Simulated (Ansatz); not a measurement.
# NbInO4 (P2/c): spin-orbit coupling beyond the local functionals

How far does spin-orbit coupling move the gap of NbInO4 (P2/c)?

Method: density functionals with and without spin-orbit coupling, plane waves, PAW, in Ansatz 0.2.0.

**Experimental background.**

- Gap 4.7 eV: direct gap from Elliott-Toyozawa fit; diffuse reflectance; 300 K; powder (“Accurate Determination of the Band-Gap Energy of the Rare-Earth Niobate Series”, 2024, arxiv:2401.13477).

### 1. The starting structure

Symmetry: P2/c, No. 13, monoclinic system. Conventional cell: a = 4.835 Å, b = 5.771 Å, c = 5.144 Å, α = 90.00°, β = 91.13°, γ = 90.00°. Nearest to Nb lie 6 O at 1.88 to 2.15 Å. In has 6 O at 2.10 to 2.23 Å nearest. O has 1 Nb at 1.88 Å and 2 In at 2.15 to 2.23 Å nearest. O has 2 Nb at 1.98 to 2.15 Å and 1 In at 2.10 Å nearest. Farther neighbours, and contacts between anions beyond the nearest, are not listed.

The cell and positions come from the Crystallography Open Database and are kept as given unless a step says otherwise. The default PAW set here is soft_2. Its files were made with PBE.

### 2. HSE06, 4×2×2 mesh

This step: DFT, HSE06, plane waves, PAW.

input.yaml reads:

```yaml
crystal:
  lattice:
    - [4.8355, 0.0, 0.0]
    - [0.0, 5.7709, 0.0]
    - [-0.1014445258, 0.0, 5.1429996119]
  atoms:
    - { symbol: Nb, position: [0.0, 0.1779, 0.25] }
    - { symbol: Nb, position: [0.0, 0.8221, 0.75] }
    - { symbol: In, position: [0.5, 0.6825, 0.25] }
    - { symbol: In, position: [0.5, 0.3175, 0.75] }
    - { symbol: O, position: [0.26, 0.618, 0.901] }
    - { symbol: O, position: [0.74, 0.618, 0.599] }
    - { symbol: O, position: [0.74, 0.382, 0.099] }
    - { symbol: O, position: [0.26, 0.382, 0.401] }
    - { symbol: O, position: [0.217, 0.898, 0.438] }
    - { symbol: O, position: [0.783, 0.898, 0.062] }
    - { symbol: O, position: [0.783, 0.102, 0.562] }
    - { symbol: O, position: [0.217, 0.102, 0.938] }
kpoints:
  mp_grid: { grid: [4, 2, 2] }
  band_path:
    path:
      - [0.0, 0.0, 0.0]
      - [0.0, 0.5, 0.0]
      - [0.0, 0.5, 0.5]
      - [0.0, 0.0, 0.5]
      - [-0.5, 0.0, 0.5]
      - [-0.5, 0.5, 0.5]
      - [-0.5, 0.5, 0.0]
      - [-0.5, 0.0, 0.0]
      - [0.3333333333, 0.0, -0.25]
      - [0.1666666667, 0.0, -0.5]
    npoints: 1
hamiltonian:
  xc: hse06
scf:
  occupations: { method: fixed }
  n_extra_bands: 8
output:
  eigenvalues: true
```

Run with:

```
$ ansatz run input.yaml --threads 24 --pin off --max-ram 82944MiB --backend cuda --events-out ev --progress --plain --runs-dir out --devices 1 --max-vram 78GiB
```

Standard output:

```text
scf.n_extra_bands = 8 over 50 filled bands (N_el = 100.0): the run solves 58 bands
exact exchange: scf.exx.singularity resolves to wigner_seitz, which cuts the screened interaction at the faces of the exchange supercell's Wigner-Seitz cell, so that each pair interacts once, at the shortest of its separations (the periodic images that this leaves out come, for a point-like exchange hole, to about 0.002 eV on a filled level). The cut falls within the interaction's reach, and what an exchange supercel [...]
GPUs: using 1 of 1 available (devices: 1).
Engine: ansatz 0.2.0, aarch64-unknown-linux-gnu
Pseudopotentials: kind: paw
Pseudopotential: Nb, paw, valence charge 13, recommended cutoff 420 eV (normal), Nb.paw.azcp
Pseudopotential: In, paw, valence charge 13, recommended cutoff 420 eV (normal), In.paw.azcp
Pseudopotential: O, paw, valence charge 6, recommended cutoff 420 eV (normal), O.paw.azcp
Functional definition: HSE06
  parameter a = 0.25
  parameter omega = 0.11/bohr
  exchange = pbe_x - a*pbe_x_sr(omega) + a*exact_x_sr(omega)
  correlation = pbe_c
davidson cushion auto → on  (no smearing: the cushion is to keep the highest requested band from converging to the state above it; pin scf.eigensolver.cushion to override)
[...]
Crystal: 12 atoms, lattice volume = 143.516 Å³
Basis set: ecut = 420 eV, 2809 PW (Γ)
Bands: 58, of which v1, the nominal top of the filled ones, is band 50 counted from 1 (49 counted from 0)
Symmetry: 4 space group operations
Space group: P2/c (ITA 13), of the structure as read, at distance tolerance 5.2e-5 Å
k-points: 12 of 16
Non-local potential: Nb, projectors of the file, l = 0: 3, l = 1: 2, l = 2: 2, l = 3: 1
Non-local potential: In, projectors of the file, l = 0: 2, l = 1: 2, l = 2: 2, l = 3: 2
Non-local potential: O, projectors of the file, l = 0: 2, l = 1: 2, l = 2: 1
PAW form: soft (Blöchl's): semilocal exchange-correlation on the pseudo side does not see the compensation charge
PAW frozen core: Nb, regenerated for the run's functional, and the local potential with it (the file was generated under x = pbe(κ = 0.804, μ = 0.219515), c = pbe(β = 0.066725))
PAW frozen core: In, regenerated for the run's functional, and the local potential with it (the file was generated under x = pbe(κ = 0.804, μ = 0.219515), c = pbe(β = 0.066725))
PAW frozen core: O, regenerated for the run's functional, and the local potential with it (the file was generated under x = pbe(κ = 0.804, μ = 0.219515), c = pbe(β = 0.066725))
PAW one-centre angular grid: Nb, 590 points (default); XC on 64 Gauss nodes
PAW one-centre angular grid: In, 590 points (default); XC on 64 Gauss nodes
PAW one-centre angular grid: O, 110 points (default); XC on 96 Gauss nodes
[...]
Exchange kernel: α = 0.2500, screened, ω = 0.2079 Å⁻¹, Wigner–Seitz truncation, v(0) = 973.9719 eV·Å³, q-mesh 4×2×2, nearest image of the exchange supercell L = 10.29 Å, pair-density grid 25×32×30, without the augmentation charges, whose exchange is taken in its separable form by FFT convolution over the k-point mesh (sized by the pseudopotential files, 36×40×36 at the most), smooth part of the exact exchange by density-matrix convolution in up to 2.33 GiB of GPU memory as planned if the GPU has room (build and FFT work areas not counted)
Frozen-core exchange: fock
SCF iter   1: F=—  HF=-24857.249437 eV  |F-HF|=—  |Δ(HF+E_count)|=         —  Δρ=1.56e-4  dr2=3.30e-5  ethr=7.44e-7  ⟨swp⟩=4.8  Hψ=1595  notcnv=0
[...]
iter 2 solved again at ethr=2.69e-9 eV; its pass at ethr=3.10e-8 eV (dr2=2.69e-6 eV) is discarded
SCF iter   2: F=—  HF=-24857.249432 eV  |F-HF|=—  |Δ(HF+E_count)|=   4.97e-6  Δρ=5.08e-5  dr2=2.99e-6  ethr=2.69e-9  ⟨swp⟩=2.5  Hψ=3592  notcnv=0
SCF iter   3: F=—  HF=-24857.249434 eV  |F-HF|=—  |Δ(HF+E_count)|=   1.32e-6  Δρ=2.31e-5  dr2=5.89e-7  ethr=2.67e-9  ⟨swp⟩=5.2  Hψ=1664  notcnv=0  defer=22
SCF iter   4: F=-24857.249434 eV  HF=-24857.249434 eV  |F-HF|=3.41e-9  |Δ(HF+E_count)|=   8.95e-8  Δρ=8.28e-6  dr2=4.40e-8  ethr=5.03e-10  ⟨swp⟩=3.4  Hψ=1761  notcnv=0  defer=2
SCF 3 converged in 4 iterations: F = -24857.249434 eV  dr2 = 4.40e-8
hybrid outer 2: dexx = +2.006e-6 eV, tail = 1.21e-7 eV, Δε = 4.21e-3 eV (about 1.55e-4 eV left of the loop's levels)
[...]
NSCF: frozen V_eff on 10 k-points
hybrid SCF converged: 2 outer / 11 inner (+3 warm-up), last move |dexx| = 2.01e-6 eV, tail = 1.21e-7 eV
Stability not checked: this state was not tested for a lower state beside it, because the functional holds exact exchange (a hybrid, or Hartree-Fock), whose exchange loop this test does not read (fock_operator; see scf.lower_state_search)
Free energy (F): -24857.249434 eV
Frozen-core exchange: fock
Harris-Foulkes:  -24857.249434 eV  (|F-HF|=3.41e-9)
Internal energy: -24857.249434 eV  (E = F + TS)
E sigma→0 (E₀):  -24857.249434 eV
Fermi energy:    7.838633 eV
--- Per-component energies (eV) ---
  E_band       = -500.951060
  E_kinetic    = 2690.615599
  E_local      = -6451.495086  (includes V_loc(G=0)·N_el)
  E_nonlocal   = 1343.476028
  E_hartree    = 2308.903308
  E_xc         = -1093.930729
  E_vxc        = -1093.365198  (∫ρ·V_xc dr)
  E_exx        = -293.660673  (= α·E_x^exact, valence–valence)
  E_paw        = -15727.221260  (= ΣΔE_a)
  E_vpaw       = -1020.687612  (= ΣTr[D̂ρ^β])
  E_aug_tail   = 0.019502  (compensation charges beyond the density's cutoff)
  E_ewald      = -7633.930159
  E_core_change = -0.025965  (= ΣΔE_core)
  E_smearing   = -0.000000  (= −TS)
  E_closure    = 0.000000  (closes the sum)
  Σ components = -24857.249434   (vs F -24857.249434, Δ=-3.64e-12)
--- Band table (eV; the first three rows and the last of 12) ---
  k-point 0: bands = [... 46 lower, 7.3211, 7.4226, 7.6906, 7.7158, 12.9897, 13.4994, 13.6029, 13.6302, ... 4 higher]
  k-point 1: bands = [... 46 lower, 7.4329, 7.4329, 7.6670, 7.6670, 12.8719, 12.8719, 13.5710, 13.5710, ... 4 higher]
  k-point 2: bands = [... 46 lower, 7.3118, 7.3350, 7.5024, 7.8386, 12.8373, 13.6283, 13.7894, 13.9342, ... 4 higher]
  k-point 11: bands = [... 46 lower, 6.9995, 6.9995, 7.5333, 7.5333, 13.5113, 13.5113, 13.5574, 13.5574, ... 4 higher]
```

It took 6 s on 1 × NVIDIA GB200 (shared by 2 runs) with 24 threads of Arm Neoverse V2, shared host; peak memory 1.6 GiB.

Numbers from this step:

| Item | Value |
| --- | --- |
| gap | 4.840 eV |
| valence top at | k = (0.333, 0.000, -0.250) |
| conduction bottom at | k = (0.167, 0.000, -0.500) |
| least direct gap | 4.999 eV |
| exact-exchange fraction | 0.25 |

The gap is indirect, with the least direct gap 0.16 eV higher.

### 3. HSE06+SOC, 4×2×2 mesh

The many-body steps leave out spin-orbit coupling, so its effect is taken from a two-component run, with twice the bands.

This step: DFT, HSE06 with spin-orbit coupling, plane waves, PAW.

Changes to input.yaml since step 2:

```diff
@@ -37,3 +37,6 @@
   occupations: { method: fixed }
-  n_extra_bands: 8
+  n_extra_bands: 16
+magnetization:
+  noncollinear: true
+  spin_orbit: true
 output:
```

Standard output:

```text
[...]
GPUs: using 1 of 1 available (devices: 1).
[...]
non-collinear run that drives no moment, with spin-orbit: no starting moment large enough to seed its density (crystal.atoms[].spin), no starting occupations that ask for one, no magnetisation constraint and no magnetic field, so the semilocal B_xc is pinned to zero
[...]
Crystal: 12 atoms, lattice volume = 143.516 Å³
Basis set: ecut = 420 eV, 2809 PW (Γ)
Bands: 116, of which v1, the nominal top of the filled ones, is band 100 counted from 1 (99 counted from 0)
Symmetry: 4 space group operations + 4 with time reversal
[...]
k-points: 12 of 16
Projection manifold: j_resolved (fully-relativistic pseudo-atomic orbitals)
[...]
hybrid outer 1: dexx = +6.480e-2 eV, tail = 1.15e-4 eV
[...]
SCF 3 converged in 5 iterations: F = -24851.421379 eV  dr2 = 2.22e-8
[...]
E_ewald      = -7633.930159
  E_core_change = -0.009578  (= ΣΔE_core)
  E_smearing   = -0.000000  (= −TS)
  E_closure    = -0.000000  (closes the sum)
  Σ components = -24851.421379   (vs F -24851.421379, Δ=0.00e0)
--- Band table (eV; the first three rows and the last of 12) ---
[...]
```

The job ended after 19 s (1 × NVIDIA GB200 (shared by 2 runs) with 24 threads; peak memory 2.7 GiB).

Read from the output:

- gap: 4.839 eV
- valence top at: k = (0.333, 0.000, -0.250)
- conduction bottom at: k = (0.167, 0.000, -0.500)
- least direct gap: 4.997 eV
- exact-exchange fraction: 0.25

The gap is that of HSE06.

### 4. Together

Times are wall times on 1 × NVIDIA GB200 (shared by 2 runs) with 24 threads of Arm Neoverse V2, shared host, good to a factor of about two.

```
level  gap (eV)  with coupling (eV)  change (eV)  time  with coupling
HSE06      4.84                4.84       −0.001   6 s           19 s
```

### 5. Summary of results

```
HSE06     : 4.84 eV
HSE06+SOC : 4.84 eV
```

In words: Spin-orbit coupling changes the gap by −0.001 eV and the least direct gap by −0.001 eV. Against experiment, by HSE06+SOC: the direct gap of 5.00 eV lies +0.30 eV from the measured 4.7 eV (direct, 300 K, 2024). An exciton line or allowed optical edge lies below the quasiparticle gap by the binding energy; a forbidden edge can push the onset above it. The lattice is static and excitons are left out.

[Long decimals in the printed logs are rounded to 6 places.]

[Logs are printed without paths, hosts, clocks, repeated set-up lines and the standing remarks that a program may print on its own settings, such as how far it seeks lower states.]

[Paths, hosts, dates, memory and timing lines, banners, echoed tables and standing remarks are left out of the program output; an Ansatz launch command may be rebuilt from the run's recorded settings. Measured values are a selection of at most five: reports struck by readers or far from the other reports are left out. None is set beside runs whose start may be inverted or whose files or cutoffs have a known fault.]

[Runs of the session that timed out or met a known fault of the program may be left out.]

[Cells called generated may have been cut or substituted from an entry of the Crystallography Open Database or the Materials Project.]

[Hosts, paths, dates, database ids (printed as entryN), source tags and the programs' standing remarks are cut or masked in the printed files.]

[Where the starting crystal was built by hand or by swapping elements, it need not be the compound's stable phase.]
